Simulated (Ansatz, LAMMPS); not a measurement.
# Relaxing amorphous 89SiO2-11B2O3 (mol %) (90 atoms)

How does amorphous 89SiO2-11B2O3 (mol %) (90 atoms) relax, and what do bonds, charges and levels look like afterwards?

Calculated with Ansatz 0.2.0; Kohn-Sham DFT, PBE, PAW (set soft_2), plane waves.

This is a report of a sequence of runs, with most program output left out.

## 1. Set-up

The cell holds 90 atoms: 25 Si, 6 B and 59 O. Its edges and angles: a = 10.979 Å, b = 10.979 Å, c = 10.979 Å, α = 90.0°, β = 90.0°, γ = 90.0°. 90 atoms (25 Si, 6 B, 59 O) placed at random at 2.15 g/cm³, melted at 4000 K for 10 ps at fixed volume with the Buckingham and Coulomb pair potential of Guillot and Sator (Geochim. Cosmochim. Acta 71, 1249 (2007)) with the boron terms of Wang et al. (J. Non-Cryst. Solids 498, 294 (2018)). Quenched from 4000 K to 300 K at 100 K/ps and fixed volume, held 5 ps, then minimised at fixed cell.

What the set-up can't give: The quench rate of 100 K/ps far exceeds what a furnace or splat quench reaches, so expect more defects and frozen-in strain than in a real sample. The network of bonds at the start is that of the classical potential that made the cell. Only the Γ point is sampled in the main run, in a cell whose shortest periodic width is 11 Å.

## 2. How the cell was made

A classical potential supplies the starting structure, since it reaches far longer times than DFT.

This step: classical MD, Buckingham and Coulomb pair potential of Guillot and Sator (Geochim. Cosmochim. Acta 71, 1249 (2007)) with the boron terms of Wang et al. (J. Non-Cryst. Solids 498, 294 (2018)) (LAMMPS 22 Jul 2025 - Update 4).

Contents of in.lmp:

```
# melt-quench of Si25B6O59
units metal
atom_style charge
boundary p p p
region box block 0 10.9787 0 10.9787 0 10.9787
create_box 3 box
mass 1 28.0850   # Si
mass 2 10.8100   # B
mass 3 15.9990   # O
create_atoms 1 random 25 37530 NULL overlap 1.5 maxtry 2000
create_atoms 2 random 6 37537 NULL overlap 1.5 maxtry 2000
create_atoms 3 random 59 37544 NULL overlap 1.5 maxtry 2000
pair_style buck/coul/long 9.0
pair_coeff * * 0.0 1.0 0.0
pair_coeff 1 3 50306.10 0.161 46.2978   # Si-O
pair_coeff 2 3 206941.81 0.124 35.0018   # B-O
pair_coeff 3 3 9022.79 0.265 85.0921   # O-O
pair_coeff 2 2 484.40 0.35 0.0   # B-B
pair_coeff 1 2 337.70 0.29 0.0   # Si-B
set type 1 charge 1.89
set type 2 charge 1.4175
set type 3 charge -0.945
kspace_style pppm 1.0e-4
neigh_modify delay 0 every 1 check yes
thermo_style custom step time temp pe press density
thermo_modify norm yes
timestep 0.001
thermo 100
min_style cg
minimize 1e-4 1e-4 200 2000
reset_timestep 0
velocity all create 4000 37531 mom yes dist gaussian
fix lim all nve/limit 0.05
fix lan all langevin 4000 4000 0.1 37532 zero yes
# [... 12 lines left out ...]
thermo 2500
fix md all nvt temp 300 300 0.1
run 5000 post no
unfix md
thermo 100
min_style cg
minimize 0 1e-3 2000 20000
write_dump all custom glass.dump id type xs ys zs modify sort id
```

On the command line:

```
> lmp -in in.lmp -log none -nocite
```

Wall time 16 s (1 thread of Intel Xeon 6975P-C (Granite Rapids), shared host); peak memory 0.072 GiB.

## 3. Single point at the start

The forces at the start show how far the geometry lies from a minimum of this functional.

Contents of input.yaml:

```yaml
crystal:
  lattice:
    - [10.9787, 0.0, 0.0]
    - [0.0, 10.9787, 0.0]
    - [0.0, 0.0, 10.9787]
  atoms:
    - { symbol: Si, position: [0.77147, 0.4266, 0.26824] }
    - { symbol: Si, position: [0.71287, 0.87954, 0.14645] }
    - { symbol: Si, position: [0.27414, 0.64864, 0.91455] }
    - { symbol: Si, position: [0.54686, 0.93002, 0.38228] }
    - { symbol: Si, position: [0.73204, 0.40999, 0.73966] }
    - { symbol: Si, position: [0.34136, 0.7535, 0.2806] }
    - { symbol: Si, position: [0.55804, 0.16975, 0.71877] }
    - { symbol: Si, position: [0.38614, 0.10417, 0.49498] }
[... 78 atom lines left out ...]
    - { symbol: O, position: [0.80525, 0.98479, 0.09589] }
    - { symbol: O, position: [0.66825, 0.47775, 0.3618] }
    - { symbol: O, position: [0.57922, 0.61141, 0.02254] }
    - { symbol: O, position: [0.04498, 0.32166, 0.86986] }
kpoints:
  mp_grid: { grid: [1, 1, 1] }
hamiltonian:
  xc: pbe
scf:
  occupations: { method: fermi_dirac, width: 0.025 }
output:
  forces: true
```

On the command line:

```
> ansatz run input.yaml --threads 4 --pin off --max-ram 8192MiB --backend cpu --events-out ev --progress --plain --runs-dir out
```

It took 5.2 s on 4 threads of Intel Xeon 6975P-C (Granite Rapids), shared host; peak memory 1.5 GiB; 19 s of CPU time.

The run gave:

- free energy: -50394.2295 eV
- free energy per atom: -559.9359 eV/atom
- SCF cycles: 10
- r.m.s. force component: 0.8202 eV/Å
- longest force: 5.004 eV/Å
- Fermi energy: 4.85 eV

The r.m.s. force component of 0.82 eV/Å sets the starting point.

Neighbours are counted within 2.08 Å (O-Si), 1.82 Å (O-B).

Length of the force by element and coordination:

| element | coordination | atoms | mean length of the force (eV/Å) | spread | least | most |
| --- | --- | --- | --- | --- | --- | --- |
| B | all | 6 | 2.06 | 1.34 | 1.24 | 5.00 |
| O | all | 59 | 0.767 | 0.422 | 0.192 | 2.13 |
| O | 1 | 1 | 1.15 | 0 | 1.15 | 1.15 |
| O | 2 | 57 | 0.755 | 0.424 | 0.192 | 2.13 |
| O | 3 | 1 | 1.10 | 0 | 1.10 | 1.10 |
| Si | all | 25 | 1.73 | 1.01 | 0.885 | 4.82 |

## 4. Cell and atoms relaxed

The cell is relaxed with the atoms, since the starting lattice needn't suit this functional.

input.yaml, as its differences from that of step 3:

```diff
@@ -15 +15,5 @@
   forces: true
+relax:
+  f_tol: 0.04
+  max_steps: 250
+  cell: {}
```

It took 1.8 min on 4 threads; peak memory 1.5 GiB; 6.7 min of CPU time.

Relaxation path:

| step | energy less that of the first step (eV) | largest force component (eV/Å) | pressure (GPa) | volume (Å³) |
| --- | --- | --- | --- | --- |
| 1 | 0.0000 | 4.4746 | -3.73 | 1323.28 |
| 2 | -2.4986 | 2.7870 | -1.71 | 1305.69 |
| 3 | -4.0149 | 0.6172 | 0.58 | 1278.13 |
| 4 | -4.4566 | 0.5429 | 0.25 | 1266.13 |
| 5 | -4.5744 | 0.3406 | -0.22 | 1265.50 |
| 6 | -4.7773 | 0.7191 | -0.02 | 1264.07 |
| 7 | -4.7835 | 1.3666 | -0.10 | 1264.34 |
| 8 | -5.0178 | 0.2438 | -0.06 | 1265.19 |
| 9 | -5.0308 | 0.2633 | 0.25 | 1256.17 |
| 10 | -5.0635 | 0.2841 | -0.01 | 1262.87 |
| 11 | -5.0819 | 0.1814 | -0.03 | 1262.32 |
| 12 | -5.0904 | 0.0713 | 0.03 | 1261.69 |
| 13 | -5.0941 | 0.2357 | 0.00 | 1259.33 |
| 14 | -5.1003 | 0.1138 | 0.03 | 1260.63 |
| 15 | -5.1020 | 0.0985 | -0.07 | 1260.14 |
| 16 | -5.1045 | 0.1447 | 0.01 | 1259.91 |
| 17 | -5.1022 | 0.1375 | -0.02 | 1260.11 |
| 18 | -5.1086 | 0.0106 | 0.01 | 1259.65 |
| 19* | -5.0423 | 0.0114 | -0.15 | 1259.65 |
| 20 | -5.0611 | 0.0324 | 0.00 | 1256.47 |
| 21* | -5.0499 | 0.0325 | -0.01 | 1256.47 |

Relaxation steps marked * repeat the geometry before them on a plane-wave basis chosen anew for their cell, so energy and pressure can jump there. Relaxation steps 9, 13, 15, 17 were tried and not accepted.

| cell as run | before | after | change |
| --- | --- | --- | --- |
| a (Å) | 10.979 | 10.747 | -2.1 % |
| b (Å) | 10.979 | 10.797 | -1.7 % |
| c (Å) | 10.979 | 10.880 | -0.9 % |
| α (°) | 90.00 | 85.00 | -5.6 % |
| β (°) | 90.00 | 91.63 | +1.8 % |
| γ (°) | 90.00 | 88.29 | -1.9 % |
| volume (Å³/atom) | 14.70 | 13.96 | -5.0 % |

The atoms that moved most (Å, as changes of fractional coordinates times the final cell):

| atom | dx | dy | dz | length |
| --- | --- | --- | --- | --- |
| O55 | 0.318 | -0.616 | 0.163 | 0.712 |
| O47 | -0.459 | -0.189 | 0.448 | 0.668 |
| O43 | -0.536 | 0.054 | -0.121 | 0.552 |
| O45 | 0.071 | 0.166 | -0.511 | 0.542 |
| Si5 | -0.525 | -0.014 | 0.057 | 0.529 |
| O35 | 0.439 | -0.245 | 0.080 | 0.510 |
| O59 | -0.064 | -0.467 | 0.124 | 0.487 |
| O65 | 0.432 | -0.126 | 0.171 | 0.481 |

The relaxation changed the energy by -56.1 meV/atom, and atoms moved by 0.30 Å r.m.s., 0.71 Å at most.

## 5. Structure statistics after relaxation

Bonds before and after, by the cutoffs listed below:

| pair | bonds before | bonds after | mean before (Å) | mean after (Å) | spread before (Å) | spread after (Å) |
| --- | --- | --- | --- | --- | --- | --- |
| O-Si | 100 | 101 | 1.643 | 1.641 | 0.020 | 0.041 |
| O-B | 18 | 18 | 1.394 | 1.376 | 0.008 | 0.035 |

Density 2.26 g/cm³, 13.96 Å³ an atom.

Pair distribution functions g(r), in bins of 0.2 Å:

| r (Å) | total | O-O | O-Si | O-B | Si-Si | Si-B | B-B |
| --- | --- | --- | --- | --- | --- | --- | --- |
| 1.30 | 1.06 | 0.00 | 0.00 | 12.10 | 0.00 | 0.00 | 0.00 |
| 1.50 | 0.37 | 0.00 | 0.69 | 1.34 | 0.00 | 0.00 | 0.00 |
| 1.70 | 4.32 | 0.00 | 11.83 | 0.00 | 0.00 | 0.00 | 0.00 |
| 1.90 | 0.07 | 0.00 | 0.20 | 0.00 | 0.00 | 0.00 | 0.00 |
| 2.10 | 0.00 | 0.00 | 0.00 | 0.00 | 0.00 | 0.00 | 0.00 |
| 2.30 | 0.29 | 0.67 | 0.00 | 0.00 | 0.00 | 0.00 | 0.00 |
| 2.50 | 0.79 | 1.77 | 0.00 | 0.00 | 0.00 | 0.00 | 8.73 |
| 2.70 | 2.09 | 4.50 | 0.00 | 0.58 | 0.00 | 2.81 | 0.00 |
| 2.90 | 0.60 | 0.62 | 0.12 | 0.33 | 1.67 | 3.65 | 0.00 |
| 3.10 | 0.87 | 0.60 | 0.45 | 1.31 | 4.32 | 0.00 | 0.00 |
| 3.30 | 0.75 | 0.64 | 0.74 | 1.16 | 1.36 | 0.00 | 0.00 |
| 3.50 | 0.85 | 0.58 | 1.27 | 1.27 | 0.00 | 0.80 | 0.00 |
| 3.70 | 0.79 | 0.40 | 1.18 | 1.55 | 0.34 | 0.76 | 0.00 |
| 3.90 | 1.14 | 0.72 | 1.69 | 1.77 | 0.52 | 0.43 | 0.00 |
| 4.10 | 1.16 | 0.70 | 1.83 | 0.84 | 0.76 | 1.61 | 0.00 |
| 4.30 | 1.04 | 0.84 | 1.48 | 0.68 | 0.59 | 0.90 | 0.00 |
| 4.50 | 1.06 | 1.28 | 0.72 | 0.77 | 1.26 | 1.96 | 1.32 |
| 4.70 | 1.02 | 1.36 | 0.71 | 0.70 | 1.02 | 1.05 | 0.00 |
| 4.90 | 1.10 | 1.60 | 0.55 | 0.83 | 0.99 | 1.40 | 1.20 |
| 5.10 | 0.97 | 1.11 | 0.66 | 1.15 | 1.30 | 1.27 | 1.10 |
| 5.30 | 1.08 | 1.10 | 1.05 | 0.75 | 1.09 | 1.79 | 0.00 |

Bonds by pair of elements; cutoffs follow the first minimum of g(r), held within bounds set by covalent radii, and pairs that aren't listed don't count as bonded:

| pair A-B | cutoff (Å) | bonds | mean length (Å) | spread (Å) | shortest (Å) | B about A | A about B |
| --- | --- | --- | --- | --- | --- | --- | --- |
| O-Si | 2.16 | 101 | 1.64 | 0.041 | 1.59 | 1.71 | 4.04 |
| O-B | 1.82 | 18 | 1.38 | 0.035 | 1.33 | 0.305 | 3 |

How many atoms have how many bonded neighbours:

| element | mean | 2 | 3 | 4 | 5 |
| --- | --- | --- | --- | --- | --- |
| B | 3 | 0 | 6 | 0 | 0 |
| O | 2.02 | 58 | 1 | 0 | 0 |
| Si | 4.04 | 0 | 0 | 24 | 1 |

Bond angles (no mean is given where the spread exceeds 20°):

| angle | count | mean (°) | spread (°) |
| --- | --- | --- | --- |
| O-Si-O | 154 | 109 | 8.5 |
| Si-O-Si | 44 | 144 | 14.1 |
| O-B-O | 18 | 120 | 3.7 |
| B-O-Si | 15 | 135 | 15.8 |
| B-O-B | 2 | 135 | 3.2 |

Oxygen atoms by the number of network formers (Si, P, Ge, B, Al, As, Ga) bound to them:

| network formers bound to O | O atoms | per cent |
| --- | --- | --- |
| 0 | 0 | 0 |
| 1 | 0 | 0 |
| 2 | 58 | 98.3 |
| 3 | 1 | 1.7 |

Network units: each former by its oxygen neighbours and how many of them bridge to another former:

| former | O neighbours | bridging O | atoms |
| --- | --- | --- | --- |
| Si | 4 | 4 | 24 |
| Si | 5 | 5 | 1 |
| B | 3 | 3 | 6 |

Bond length by coordination (bonds to H left out):

| element | coordination | atoms | mean bond length (Å) |
| --- | --- | --- | --- |
| O | 2 | 58 | 1.60 |
| O | 3 | 1 | 1.71 |
| Si | 4 | 24 | 1.64 |
| Si | 5 | 1 | 1.73 |

Rings of the network by King's shortest-path rule, up to 12 atoms, one path for each pair of neighbours; H, halogens, alkali and alkaline-earth atoms are left out, and the last column divides by all other atoms, bonded or not:

| ring size (atoms) | rings | per network atom |
| --- | --- | --- |
| 8 | 7 | 0.078 |
| 10 | 12 | 0.133 |
| 12 | 13 | 0.144 |

Counting bonds as in the table, all B atoms have 3, 98 % of O atoms have 2 and 96 % of Si atoms have 4 bonded neighbours. The O-Si-O angle averages 109° with a spread of 8°. 98 % of the oxygens bridge two formers (Si and B) and 0 % are non-bridging; 2 % join three. The commonest Si unit has 4 oxygens, 4 of them shared with other formers (24 of 25 atoms). Rings of 12 atoms are the most common (41 % of those counted); sizes run from 8 to 12, where the search stops.

[end of part 1 of 2]

[Logs are printed without paths, hosts, clocks, repeated set-up lines and the standing remarks that a program may print on its own settings, such as how far it seeks lower states.]

[Hosts, paths, dates, database ids (printed as entryN), source tags and the programs' standing remarks are cut or masked in the printed files.]
